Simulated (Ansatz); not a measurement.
# Mg2C (model cell, started as antifluorite): from the cell to its phonons

The cell of Mg2C (model cell, started as antifluorite) is at rest. What are its phonons?

Method: DFT LDA, scalar-relativistic, plane waves, PAW, in Ansatz 0.2.0.

The structure was built from a prototype and need not be the compound's stable phase.

### Step 1. The starting structure

It takes space group Fm-3m (No. 225, cubic). Conventional cell: a = 5.357 Å, b = 5.357 Å, c = 5.357 Å, α = 90.00°, β = 90.00°, γ = 90.00°. Nearest to C lie 8 Mg at 2.32 Å. Nearest to Mg lie 4 C at 2.32 Å. Farther neighbours are not listed.

### Step 2. The dispersion

The cell comes from relaxations at this level that are not shown. Stability and thermal properties need the whole zone. Linear response on a 4×4×4 q mesh gives force constants as far as a supercell of that size would.

Input file input.yaml:

```yaml
crystal:
  lattice:
    - [0.0, 2.6786068219, 2.6786068219]
    - [2.6786068219, 0.0, 2.6786068219]
    - [2.6786068219, 2.6786068219, 0.0]
  atoms:
    - { symbol: C, position: [0.0, 0.0, 0.0] }
    - { symbol: Mg, position: [0.25, 0.25, 0.25] }
    - { symbol: Mg, position: [0.75, 0.75, 0.75] }
kpoints:
  mp_grid: { grid: [8, 8, 8] }
hamiltonian:
  xc: lda
scf:
  occupations: { method: fixed }
output:
  eigenvalues: true
phonons:
  method: dfpt
  dielectric: true
  rigid_motions: translations
  raman: true
  qmesh: [4, 4, 4]
  temperatures: { t_max: 1000, t_step: 50 }
  qpath:
    path:
      - [[0.0, 0.0, 0.0], [0.5, 0.0, 0.5], [0.625, 0.25, 0.625]]
      - [[0.375, 0.375, 0.75], [0.0, 0.0, 0.0], [0.5, 0.5, 0.5], [0.5, 0.25, 0.75], [0.5, 0.0, 0.5]]
    npoints: 10
```

Started as:

```console
> ansatz run input.yaml --threads 4 --pin off --max-ram 7168MiB --backend cpu --events-out ev --progress --plain --runs-dir out
```

Numbers of over 12 decimals in the logs are rounded to 6 here.

The log of the run:

```text
Warning: phonons: the dynamical matrix that this run interpolates holds no multipole term above the dipole-dipole one, and a site of this crystal is no centre of inversion, so its interpolated transverse optical and acoustic branches and sound speeds can stay off near Gamma, and the density of states and the thermodynamics with them. What a run solves at a wave vector of phonons.qpoints, Gamma apart, where the deck admits one, is free of this, and under fd what a larger phonons.supercell samples
Engine: ansatz 0.2.0, aarch64-unknown-linux-gnu
Pseudopotentials: kind: paw
Pseudopotential: C, paw, valence charge 4, recommended cutoff 420 eV (normal), C.paw.azcp
Pseudopotential: Mg, paw, valence charge 10, recommended cutoff 420 eV (normal), Mg.paw.azcp
Functional definition: SPW92
  exchange = slater_x
  correlation = pw_c
Crystal: 3 atoms, lattice volume = 38.438 Å³
Basis set: ecut = 420 eV, 749 PW (Γ), exchange–correlation on 54×54×54 points (8 copies of the dense FFT grid, shifted against one another)
Bands: 16, of which v1, the nominal top of the filled ones, is band 12 counted from 1 (11 counted from 0)
Symmetry: 48 space group operations
k-points: 95 of 512 (irreducible under 4 space group operations, time reversal used)
Non-local potential: C, projectors of the file, l = 0: 2, l = 1: 2, l = 2: 1
Non-local potential: Mg, projectors of the file, l = 0: 3, l = 1: 2, l = 2: 1
PAW form: soft (Blöchl's): semilocal exchange-correlation on the pseudo side does not see the compensation charge
PAW frozen core: C, regenerated for the run's functional, and the local potential with it (the file was generated under x = pbe(κ = 0.804, μ = 0.219515), c = pbe(β = 0.066725))
PAW frozen core: Mg, regenerated for the run's functional, and the local potential with it (the file was generated under x = pbe(κ = 0.804, μ = 0.219515), c = pbe(β = 0.066725))
PAW one-centre angular grid: C, 110 points (default); XC on 64 Gauss nodes
PAW one-centre angular grid: Mg, 110 points (default); XC on 64 Gauss nodes
Initial density: superposition of atomic densities (neutral atoms: chi_scale 0, normalization atom), corrected by the library's trained network
Initial wavefunctions: pseudopotential atomic-orbital guess
Functional: x = slater, c = lda
SCF iter   1: F=—  HF=-4045.604622 eV  |F-HF|=—  |Δ(HF+E_count)|=         —  Δρ=9.27e-3  dr2=2.67e-2  ethr=1.77e-3  ⟨swp⟩=4.8  Hψ=6790  notcnv=0  defer=149
preconditioner: auto → none  [insulator: Δε(μ)=0.659 eV  Ē_g=9.596 eV  n_scr=14 (ndim 8)  ℏωp=16.9 eV  f_vac=0.000  ε∞_Penn≈4.1]
SCF iter   2: F=—  HF=-4045.591283 eV  |F-HF|=—  |Δ(HF+E_count)|=   1.33e-2  Δρ=4.22e-3  dr2=5.11e-3  ethr=1.11e-4  ⟨swp⟩=3.0  Hψ=3616  notcnv=0  defer=184
SCF iter   3: F=—  HF=-4045.589625 eV  |F-HF|=—  |Δ(HF+E_count)|=   1.66e-3  Δρ=1.41e-3  dr2=9.27e-4  ethr=2.13e-5  ⟨swp⟩=2.0  Hψ=2095  notcnv=0  defer=184
SCF iter   4: F=—  HF=-4045.589378 eV  |F-HF|=—  |Δ(HF+E_count)|=   2.47e-4  Δρ=5.63e-4  dr2=1.20e-4  ethr=3.86e-6  ⟨swp⟩=1.9  Hψ=1642  notcnv=0  defer=110
SCF iter   5: F=—  HF=-4045.589339 eV  |F-HF|=—  |Δ(HF+E_count)|=   3.86e-5  Δρ=1.12e-4  dr2=4.66e-6  ethr=5.02e-7  ⟨swp⟩=2.2  Hψ=1752  notcnv=0
SCF iter   6: F=—  HF=-4045.589339 eV  |F-HF|=—  |Δ(HF+E_count)|=   2.71e-8  Δρ=1.08e-5  dr2=4.35e-8  ethr=1.94e-8  ⟨swp⟩=2.7  Hψ=2270  notcnv=0
SCF iter   7: F=—  HF=-4045.589338 eV  |F-HF|=—  |Δ(HF+E_count)|=   1.10e-6  Δρ=6.44e-7  dr2=1.35e-10  ethr=1.81e-10  ⟨swp⟩=2.2  Hψ=1867  notcnv=0
SCF iter   8: F=-4045.589338 eV  HF=-4045.589338 eV  |F-HF|=1.82e-12  |Δ(HF+E_count)|=  2.46e-11  Δρ=2.06e-8  dr2=1.49e-13  ethr=1.00e-12  ⟨swp⟩=6.0  Hψ=6135  notcnv=0
SCF 1 converged in 8 iterations: F = -4045.589338 eV  dr2 = 1.49e-13
  greatest PAW one-centre occupation: 1.000 electrons in one spin orbital (limit 2), on the Mg atom at site 2 (counted from 0), in its partial waves of l = 1
DFPT response loops at Γ: preconditioner auto → none (the input reference at scf.mixing.eps_inf says where Resta's filter doesn't serve); β = 0.50; Broyden in place of MSR1
── the response to a field inside a basis, on 8×8×8 k-points: an SCF that follows is theirs, and a resumed run solves both again ──
Bands: 13, of which v1, the nominal top of the filled ones, is band 12 counted from 1 (11 counted from 0)
k-points: 60
Initial density: handed on by an earlier stage of this run
Initial wavefunctions: pseudopotential atomic-orbital guess (no wavefunctions were taken with the density)
Eigensolver: Dense (60 Hₖ)
SCF iter   1: F=—  HF=-4045.590942 eV  |F-HF|=—  |Δ(HF+E_count)|=         —  Δρ=2.33e-4  dr2=3.72e-6  ethr=1.00e-1
preconditioner: auto → none  [insulator: Δε(μ)=1.094 eV  Ē_g=7.051 eV  n_scr=14 (ndim 8)  ℏωp=16.9 eV  f_vac=0.000  ε∞_Penn≈6.8]
SCF iter   2: F=—  HF=-4045.590943 eV  |F-HF|=—  |Δ(HF+E_count)|=   9.08e-7  Δρ=1.15e-4  dr2=7.92e-7  ethr=1.55e-8
SCF iter   3: F=—  HF=-4045.590944 eV  |F-HF|=—  |Δ(HF+E_count)|=   4.94e-7  Δρ=2.78e-5  dr2=3.85e-7  ethr=3.30e-9
SCF iter   4: F=—  HF=-4045.590944 eV  |F-HF|=—  |Δ(HF+E_count)|=   9.46e-8  Δρ=4.39e-6  dr2=2.19e-9  ethr=1.61e-9
SCF iter   5: F=-4045.590944 eV  HF=-4045.590944 eV  |F-HF|=0.00e0  |Δ(HF+E_count)|=  7.82e-10  Δρ=1.93e-7  dr2=3.91e-12  ethr=9.14e-12
SCF 1 converged in 5 iterations: F = -4045.590944 eV  dr2 = 3.91e-12
  greatest PAW one-centre occupation: 1.000 electrons in one spin orbital (limit 2), on the Mg atom at site 1 (counted from 0), in its partial waves of l = 1
DFPT response loops at Γ: mixed as the last ones told, above
DFPT response loops at Γ: mixed as the last ones told, above
WARN: field response: ε∞ stands inside a basis, on 8×8×8 points; the force constants stand on the 8×8×8 k-mesh, whose period is 12.02 times the interband length at k = (0.0000, 0.0000, 0.0000), direct gap 1.802 eV, under 14: take them and everything formed from them as unconverged, and compare with a denser kpoints.mp_grid
NSCF: frozen V_eff on 29 k-points
NSCF: frozen V_eff on 576 k-points
DFPT response loops at q = (0, 0, 0.25) (fractional): preconditioner auto → Resta (q_TF=auto, 2.522 Å⁻¹)  ε∞=8.9 (no band partly filled); β = 1.00, the filter's whole step (`scf.mixing.beta` (0.50) is not read by the response loops at its default; to damp them type it under 1.00, their step now; it binds the ground state too); Broyden in place of MSR1
NSCF: frozen V_eff on 300 k-points
DFPT response loops at q = (0, 0, -0.5) (fractional): mixed as the last ones told, above
NSCF: frozen V_eff on 328 k-points
[...]
NSCF: frozen V_eff on 328 k-points
DFPT response loops at q = (0.25, -0.5, -0.25) (fractional): mixed as the last ones told, above
SCF converged after 8 iterations
Free energy (F): -4045.589338 eV
Harris-Foulkes:  -4045.589338 eV  (|F-HF|=1.82e-12)
Internal energy: -4045.589338 eV  (E = F + TS)
E sigma→0 (E₀):  -4045.589338 eV
Fermi energy:    7.843627 eV
--- Per-component energies (eV) ---
  E_band       = -632.710173
  E_kinetic    = 241.366180
  E_local      = -3046.641843  (includes V_loc(G=0)·N_el)
  E_nonlocal   = 219.489073
  E_hartree    = 1074.932658
  E_xc         = -106.944342
  E_vxc        = -136.380638  (∫ρ·V_xc dr)
  E_paw        = -631.850529  (= ΣΔE_a)
  E_vpaw       = -60.408283  (= ΣTr[D̂ρ^β])
  E_aug_tail   = 0.000023  (compensation charges beyond the density's cutoff)
  E_ewald      = -1796.304349
  E_core_change = 0.363791  (= ΣΔE_core)
  E_smearing   = -0.000000  (= −TS)
  E_closure    = 0.000000  (closes the sum)
  Σ components = -4045.589338   (vs F -4045.589338, Δ=0.00e0)
--- Band table (eV; the first three rows and the last of 95) ---
  k-point 0: bands = [... 8 lower, -2.8906, 7.8436, 7.8436, 7.8436, 9.6456, 14.5414, 14.5414, 14.5414]
  k-point 1: bands = [... 8 lower, -2.7151, 6.7256, 7.7704, 7.7704, 10.4912, 14.4156, 14.7137, 14.7137]
  k-point 2: bands = [... 8 lower, -2.2261, 5.0558, 7.6109, 7.6109, 11.2624, 14.2399, 14.3895, 14.3895]
  k-point 94: bands = [... 8 lower, -0.6452, 4.7210, 4.7210, 5.3664, 11.1042, 14.2297, 14.9361, 14.9361]
--- Phonons (Γ-DFPT): 2 representative perturbations + reference, on 95 of 512 k-points (Σ response iterations 6) ---
  k mesh reduced under 4 symmetry operations, with k and −k counted as one. Each operation leaves every solved perturbation unchanged. A smaller set is not considered because the run solves the response to a homogeneous field
  ASR residual: 6.161e-6 → 0.000e0 eV/Å²; symmetrization residual: 7.190e-7 eV/Å²
  ASR residual per site (eV/Å²): 2.52e-6 6.16e-6 6.16e-6
  Γ frequencies (cm⁻¹): 0.00 0.00 0.00 382.58 382.58 382.58 421.17 421.17 421.17
  ε∞ (high-frequency dielectric tensor):
        8.402225     0.000000    -0.000000
        0.000000     8.402225    -0.000000
       -0.000000    -0.000000     8.402225
  ε⁰ (static dielectric tensor: ions relaxed, cell fixed):
       16.052110     0.000000    -0.000000
        0.000000    16.052110    -0.000000
       -0.000000    -0.000000    16.052110
  ε⁰ − ε∞ (ionic part):
        7.649884     0.000000    -0.000000
        0.000000     7.649884    -0.000000
       -0.000000    -0.000000     7.649884
  softest optical mode at Γ: 382.58 cm⁻¹; the repairs (sum rule, projections) moved no ω² at Γ by more than (0.46 cm⁻¹)²
  Born effective charges Z* (e; rows j = field, columns β = displacement):
    site 0:
        -3.19515   -0.00000   -0.00000
        -0.00000   -3.19515    0.00000
        -0.00000   -0.00000   -3.19515
    site 1:
         1.59757    0.00000    0.00000
         0.00000    1.59757    0.00000
         0.00000   -0.00000    1.59757
    site 2:
         1.59757    0.00000    0.00000
         0.00000    1.59757   -0.00000
         0.00000    0.00000    1.59757
  Z* charge neutrality: 8.419e-4 e pre-enforcement
  solved inside a basis spanned on kpoints, on 8×8×8 k-points transformed towards the longest dipole: ε∞ is read to err by 2.5e-2, Z* by 1.3e-2 e (field_mesh: kpoints solves on kpoints); Z* is corrected for what the basis lacks
  Raman tensors (in the event stream and the table raman_tensors.tsv): an entry may err by 4.9e-2 Å², one of the second-order susceptibility by 5.0e-19 pm/V (basis, points and sum rule); their sum over the sites missed zero by 4.811e-16 Å² ahead of its enforcement
  optical modes at Γ without the LO–TO term, one row a degenerate level:
      ω (cm⁻¹)  modes    IR ((D/Å)²/amu)  static Raman (Å⁴/amu)  depolarisation
        382.58      3             0.0000                22.0841           0.750
        421.17      3            73.3641                 0.0000               —
  optical modes at Γ + LO–TO along q̂ = [1.0000, 0.0000, 0.0000]:
      ω (cm⁻¹)  modes    IR ((D/Å)²/amu)  static Raman (Å⁴/amu)  depolarisation
        382.58      3             0.0000                22.0841           0.750
        421.17      2            48.9094                 0.0000               —
        582.14      1            24.4547                 0.0000               —
  optical modes at Γ + LO–TO along q̂ = [0.0000, 1.0000, 0.0000]:
      ω (cm⁻¹)  modes    IR ((D/Å)²/amu)  static Raman (Å⁴/amu)  depolarisation
        382.58      3             0.0000                22.0841           0.750
        421.17      2            48.9094                 0.0000               —
        582.14      1            24.4547                 0.0000               —
  optical modes at Γ + LO–TO along q̂ = [0.0000, 0.0000, 1.0000]:
      ω (cm⁻¹)  modes    IR ((D/Å)²/amu)  static Raman (Å⁴/amu)  depolarisation
        382.58      3             0.0000                22.0841           0.750
        421.17      2            48.9094                 0.0000               —
        582.14      1            24.4547                 0.0000               —
--- Phonons (arbitrary-q DFPT): 8 irreducible q on the 4×4×4 mesh ---
  q = [0.0000, 0.0000, 0.0000] (star 1, of the zone-centre solve; hermiticity 1.43e-7, symmetrization 1.69e-8): -0.00 -0.00 -0.00 382.58 382.58 382.58 421.17 421.17 421.17
  q = [0.0000, 0.0000, 0.2500] (star 8, 2 solved perturbations on 288 of 512 k-point pairs; hermiticity 1.57e-7, symmetrization 2.99e-13): 167.48 167.48 212.05 359.26 359.26 372.15 420.29 420.29 561.75
  q = [0.0000, 0.0000, -0.5000] (star 4, 2 solved perturbations on 150 of 512 k-point pairs; hermiticity 8.02e-8, symmetrization 3.93e-13): 269.44 269.44 303.48 308.79 308.79 378.32 413.72 413.72 520.20
  q = [0.0000, 0.2500, 0.2500] (star 6, 4 solved perturbations in 528 linear systems a pass and spin channel, the states on 164 of 512 k-point pairs; hermiticity 1.87e-7, symmetrization 1.48e-13): 114.76 114.76 277.37 308.78 391.68 391.68 432.75 432.75 570.86
  q = [0.0000, 0.2500, -0.5000] (star 24, 4 solved perturbations in 1600 linear systems a pass and spin channel, the states on 512 of 512 k-point pairs; hermiticity 2.19e-7, symmetrization 1.44e-13): 176.93 190.60 204.58 373.95 381.54 407.91 427.72 468.81 523.05
  q = [0.0000, 0.2500, -0.2500] (star 12, 4 solved perturbations in 904 linear systems a pass and spin channel, the states on 288 of 512 k-point pairs; hermiticity 1.89e-7, symmetrization 3.84e-13): 123.99 284.19 294.11 295.53 319.39 415.76 417.24 464.53 534.07
  q = [0.0000, -0.5000, -0.5000] (star 3, 4 solved perturbations in 308 linear systems a pass and spin channel, the states on 95 of 512 k-point pairs; hermiticity 3.22e-7, symmetrization 1.91e-13): 84.78 142.78 142.78 400.94 400.94 437.53 437.53 492.82 505.32
  q = [0.2500, -0.5000, -0.2500] (star 6, 4 solved perturbations in 502 linear systems a pass and spin channel, the states on 164 of 512 k-point pairs; hermiticity 2.42e-7, symmetrization 1.69e-13): 107.15 126.43 301.48 301.48 424.05 449.88 455.04 482.43 482.43
  sum rule: each row above includes the acoustic sum rule's correction from the zone centre's row sums; it moved no ω² by more than (0.26 cm⁻¹)²
  mesh force constants: q→R imaginary residual 7.40e-18; ASR residual 6.161e-6 → 0.000e0 eV/Å²; symmetrization residual 1.066e-14 eV/Å²
  interpolated dispersion: 63 rows × 9 modes
  density of states and harmonic sums: on the 20×20×20 q-mesh, interpolated from the force constants of a 4×4×4 supercell (with the dipole–dipole term)
  largest difference from the sums on the solved wave vectors: F 9.27e-3 eV, S 1.33e-5 and C_V 3.97e-6 eV/K
  zero-point energy: 0.193178 eV/cell   skipped modes (ω ≤ 0): 3   left out of the sums: 4.17e-5 of the cell's modes: C_V's classical limit lies that fraction below 3 k_B per atom; for a crystal, a wire or a layer, F and S can be off by more, and a phonons.interpolated_qmesh denser along its periods is the remedy for the sampling
```

Wall time 1.8 min (4 threads of Arm Neoverse V2, shared host); peak memory 1.2 GiB; 7 min of CPU time.

The column dr2 measures how far the density is from self-consistency, as an energy; F and HF (Harris–Foulkes) agree once it is small.

Numbers from this step:

```yaml
gap_on_the_k_mesh: 0.7658 eV
volume_per_atom: 12.81 Å³
sum_rule_residual_before_enforcement: 6.16e-6 eV/Å²
miss_of_the_charge_sum_rule: 8.42e-4 e
estimated_error_of_the_dielectric_tensor: 0.02520
estimated_error_of_the_born_charges: 0.01345 e
lowest_frequency_on_the_path: 0 cm⁻¹
point_group: m-3m
highest_frequency_on_the_path_or_at_a_solved_wavevector: 582.1 cm⁻¹
mean_frequency: 346.2 cm⁻¹
debye_temperature_second_moment: 684 K
logarithmic_mean_frequency: 317.5 cm⁻¹
highest_optical_mode_at_the_zone_centre_no_lo_to_term: 421.2 cm⁻¹
lowest_optical_zone_centre_mode: 382.6 cm⁻¹
mean_high_frequency_dielectric_constant: 8.402
largest_born_charge_third_of_the_trace: -3.195 e
```

Optical modes at the zone centre, without and with the macroscopic field of the longitudinal modes; each column is sorted by frequency, so a row need not hold one and the same mode. Modes with and without the field, by row:

```tsv
rank among optical modes	no field (cm⁻¹)	q along (1, 0, 0) (cm⁻¹)
1	382.6	382.6
2	382.6	382.6
3	382.6	382.6
4	421.2	421.2
5	421.2	421.2
6	421.2	582.1
```

Born charge (rows field, columns displacement) (e), principal values of the symmetric part by kind of site:

```tsv
atom	atoms with these values	low	middle	high	mean
C1	1	-3.20	-3.20	-3.20	-3.20
Mg2	2	1.60	1.60	1.60	1.60
```

In full for Mg2:

```
1.60 0.00 0.00
0.00 1.60 0.00
0.00 0.00 1.60
```

High-frequency dielectric tensor:

```
8.40 0.00 0.00
0.00 8.40 0.00
0.00 0.00 8.40
```

Static dielectric tensor (ions relaxed, fixed cell):

```
16.05  0.00  0.00
 0.00 16.05  0.00
 0.00  0.00 16.05
```

Transverse modes. Lines of the infrared spectrum (strongest = 100):

```tsv
position (cm⁻¹)	label	relative intensity
383	T2g	0.0
421	T1u	100
```

Activity x (w_L - w)^4 (n + 1)/w, 532 nm, 300 K; the tensors are static ones, while 532 nm light lies above the computed direct gap, where resonance would change the heights; modes without the macroscopic field alone. Raman lines, with heights relative to the strongest:

```tsv
position (cm⁻¹)	label	relative intensity
383	T2g	100
421	T1u	0.0
```

Frequencies (cm⁻¹) solved at each irreducible wavevector; negative means imaginary. Frequencies by wavevector, by row:

```tsv
q in reciprocal lattice units	star	mode 1	mode 2	mode 3	mode 4	mode 5	mode 6	mode 7	mode 8	mode 9
0 0 0	1	0	0	0	382.6	382.6	382.6	421.2	421.2	421.2
0 0 0.25	8	167.5	167.5	212.1	359.3	359.3	372.1	420.3	420.3	561.8
0 0 -0.5	4	269.4	269.4	303.5	308.8	308.8	378.3	413.7	413.7	520.2
0 0.25 0.25	6	114.8	114.8	277.4	308.8	391.7	391.7	432.8	432.8	570.9
0 0.25 -0.5	24	176.9	190.6	204.6	373.9	381.5	407.9	427.7	468.8	523
0 0.25 -0.25	12	124	284.2	294.1	295.5	319.4	415.8	417.2	464.5	534.1
0 -0.5 -0.5	3	84.8	142.8	142.8	400.9	400.9	437.5	437.5	492.8	505.3
0.25 -0.5 -0.25	6	107.2	126.4	301.5	301.5	424.1	449.9	455	482.4	482.4
```

Interpolated from a 4×4×4 q mesh, with the LO-TO term (at Γ the limit along the path; where Γ stands inside the path, tables give the limit on arrival). Phonon branches along the path, in cm⁻¹:

```tsv
point	branch 1	branch 2	branch 3	branch 4	branch 5	branch 6	branch 7	branch 8	branch 9
Γ	0	0	0	383	383	383	421	421	582
halfway	115	115	277	309	392	392	433	433	571
X	85	143	143	401	401	438	438	493	505
halfway	90	159	159	394	398	435	451	484	504
U	102	197	198	375	384	428	463	483	498
jump to K	102	197	198	375	384	428	463	483	498
halfway	118	234	263	323	335	400	419	442	552
Γ	0	0	0	383	383	383	421	421	582
halfway	168	168	212	359	359	372	420	420	562
L	269	269	304	309	309	378	414	414	520
halfway	185	191	293	310	388	398	424	477	511
W	107	126	302	302	424	450	455	482	482
halfway	94	137	202	375	409	444	452	476	502
X	85	143	143	401	401	438	438	493	505
```

The phonon branches as a text plot (rows in cm⁻¹):

```
    570 |********                ************
    546 |        ***           **            **
    521 |           *       ***                ********
    497 |            *******                           *** ******
    473 |           *  **** ***                      *** ******
    449 |        *******   *   **                   *    ********
    424 |********      ***************************************
    400 |    ************      *****                  ***     ***
    376 |****            ***      ********************       **
    352 |   *   *          **    ***        ***    **       *
    327 |                   *** *              ** ***      *
    303 |    ***             ***                ***  ******
    279 |      *             ***              ** * ***     *
    255 |    **             *   *            *  * **
    230 |       *          *    **            **    *       **
    206 |   *             *                 **       *
    182 |        *      **       ***       *          **      *
    158 |              *          **        *          **      **
    133 |  *    *******      ***          **            *********
    109 |    ***    *    ****   **  *     *              *****
     85 |   *        ****         **     *                    ***
     61 | **                        **   *
     36 | *                          *  *
     12 |*                            **
         Γ           X  U|K            Γ         L        W     X
```

(Part 1 of 2 ends here.)

[Logs are printed without paths, hosts, clocks, repeated set-up lines and the standing remarks that a program may print on its own settings, such as how far it seeks lower states.]

[Hosts, paths, dates, database ids (printed as entryN), source tags and the programs' standing remarks are cut or masked in the printed files.]
